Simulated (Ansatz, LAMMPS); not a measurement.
**What do other settings change for ionic liquid EMIM+ methanesulfonate at 350 K (189 atoms)?**

Density of this cell: 1.23 g/cm³. The cell holds 189 atoms: 49 C, 14 N, 98 H, 7 S and 21 O. Its edges and angles: a = 12.498 Å, b = 12.498 Å, c = 12.498 Å, α = 90.0°, β = 90.0°, γ = 90.0°. 7 EMIM+, 7 methanesulfonate placed at random, at 1.23 g/cm³; overlaps pushed apart, then 10 ps at 700 K with MMFF94 bonds, angles, torsions, charges and radii (Halgren, J. Comput. Chem. 17, 490 (1996)) in harmonic and 12-6 forms; charges of ions scaled by 0.8. Snapshot after 30 ps at 350 K and fixed volume.

Geometry: as built.

Reference run: Kohn-Sham DFT, PBE+D4, PAW (set soft_2), plane waves (Ansatz 0.2.0), cutoff 750 eV, Γ point, fermi-dirac smearing of 0.05 eV.

```
r.m.s. force component                           : 1.123 eV/Å
gap (highest filled to lowest empty level) : 2.957 eV
SCF cycles                                       : 10
time                                             : 16 s on 8 threads of Intel Xeon Platinum 8488C (Sapphire Rapids), shared host
```

Q: Estimate how much each variant changes the results, and its time and memory.
- support functions medium
- support functions low
- support functions high
- support functions medium, radius 3.3 Å
- support functions medium, radius 3.58 Å
- support functions medium, radius 3.81 Å
- support functions medium, radius 4.09 Å
- support functions medium, radius 4.6 Å
- support functions medium, radius 5.11 Å

Each row is set against the run with plane waves at 750 eV (Kohn-Sham DFT, PBE+D4, PAW (set soft_2), plane waves; r.m.s. force component 1.12 eV/Å). Energies are set beside the reference only for runs with its functional, potentials and electron count. Times are for 8 threads of Intel Xeon Platinum 8488C (Sapphire Rapids), shared host.

| run | Δ force, r.m.s. (meV/Å) | share of r.m.s. force (%) | Δ energy (meV/atom) | Δ gap (eV) | cycles | time | host memory (GiB) |
| --- | --- | --- | --- | --- | --- | --- | --- |
| reference | - | - | - | - | 10 | 16 s | 5.9 |
| support functions medium | 0.551 | 0.049 | -0.401 | -4.0e-4 | 14 | 53 s | 4.8 |
| support functions low | 0.698 | 0.0621 | -0.400 | 0 | 12 | 48 s | 4.8 |
| support functions high | 0.426 | 0.0379 | -0.461 | 0 | 18 | 4.2 min | 12 |
| support functions medium, radius 3.3 Å | 0.583 | 0.0519 | -0.401 | -4.0e-4 | 14 | 52 s | 4.7 |
| support functions medium, radius 3.58 Å | 0.513 | 0.0457 | -0.401 | -2.0e-4 | 14 | 66 s | 5.2 |
| support functions medium, radius 3.81 Å | 0.472 | 0.042 | -0.401 | -2.0e-4 | 14 | 74 s | 5.5 |
| support functions medium, radius 4.09 Å | 0.452 | 0.0403 | -0.401 | -2.0e-4 | 14 | 87 s | 6.2 |
| support functions medium, radius 4.6 Å | 0.452 | 0.0403 | -0.401 | -2.0e-4 | 14 | 2 min | 7.6 |
| support functions medium, radius 5.11 Å | 0.45 | 0.04 | -0.401 | -2.0e-4 | 14 | 2.9 min | 9.6 |

Among numerical settings the force difference runs from 0.43 meV/Å (support functions high) to 0.70 meV/Å (support functions low). At 189 atoms the fastest of the runs at a preset level, support functions low, takes 3.1 times the time of plane waves, in 12 SCF cycles against 10. Differences between support functions and plane waves include what basis error the plane-wave run still has. As the radius goes from 3.3 to 5.11 Å, the force difference goes from 0.58 to 0.45 meV/Å, and the time from 52 s to 2.9 min. 

[Logs are printed without paths, hosts, clocks, repeated set-up lines and the standing remarks that a program may print on its own settings, such as how far it seeks lower states.]

[Hosts, paths, dates, database ids (printed as entryN), source tags and the programs' standing remarks are cut or masked in the printed files.]

[The MMFF94 radii named for the starting cell were scaled by 0.96; in molecules described by MMFF94, hydrogen bound to N, O or S took a small fixed 12-6 site in their place.]
